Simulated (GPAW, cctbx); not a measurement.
# Reading charge transfer from structure factors

Si2Sb, P6_222 (no. 180), a = 5.3782 Å, b = 5.3782 Å, c = 7.4416 Å, α = 90.00°, β = 90.00°, γ = 120.00°.

```csv
atom,mult.,x,y,z
Sb1,3,0,1/2,1/6
Si1,6,0.2635,0.1318,1/6
```

The cell comes from substitution in a known structure type and wasn't matched to any measured phase.

Absolute values of the static structure factors of the conventional cell from DFT (PBE, GPAW) against free spherical atoms, in electrons:

| hkl | d (Å) | free atoms | crystal |
| --- | --- | --- | --- |
| 100 | 4.658 | 16.50 | 16.21 |
| 101 | 3.948 | 73.78 | 73.63 |
| 102 | 2.907 | 69.72 | 69.66 |
| 110 | 2.689 | 53.44 | 53.31 |
| 111 | 2.529 | 117.09 | 116.98 |
| 003 | 2.481 | 180.60 | 180.34 |
| 200 | 2.329 | 98.52 | 98.63 |
| 201 | 2.223 | 16.66 | 16.53 |
| 103 | 2.189 | 15.99 | 15.97 |
| 112 | 2.179 | 111.37 | 111.00 |

**Question.** Which way does charge move, and which reflections show it best?

Project each element's phase sum on the total phase. At low angle |F| should rise if density moves to atoms that scatter in phase and fall if it moves to atoms that scatter against it.

| hkl | Sb in phase | Si in phase | change (e) | (%) |
| --- | --- | --- | --- | --- |
| 100 | +1.0 | -2.5 | -0.29 | -1.8 |
| 101 | +2.0 | -1.5 | -0.15 | -0.2 |
| 102 | +2.0 | -1.5 | -0.06 | -0.1 |
| 110 | +1.0 | +1.2 | -0.13 | -0.2 |
| 111 | +2.0 | +3.6 | -0.11 | -0.1 |
| 003 | +3.0 | +6.0 | -0.26 | -0.1 |
| 200 | +3.0 | -2.3 | +0.11 | +0.1 |
| 201 | 0.0 | +1.8 | -0.13 | -0.8 |

Low-angle reflections that set elements apart and change by more than 0.05 e: 100, 101, 102, 200 and 201. The real-space density gives Voronoi charges Sb +0.14, Si -0.07 e. The signs that these charges predict hold for 100, 101 and 102 and fail for 200 and 201, so the simple rule can't give the direction here. The reflections see the density near the nuclei and the atoms' change of size and shape; Voronoi cells count what crosses the midplanes.

[Outputs are excerpts: Python notices, other lines and further rows are left out; steps that failed or that the build refused (PBEsol, TPSS) are not shown.]

[Logs are printed without paths, hosts, clocks, repeated set-up lines and the standing remarks that a program may print on its own settings, such as how far it seeks lower states.]
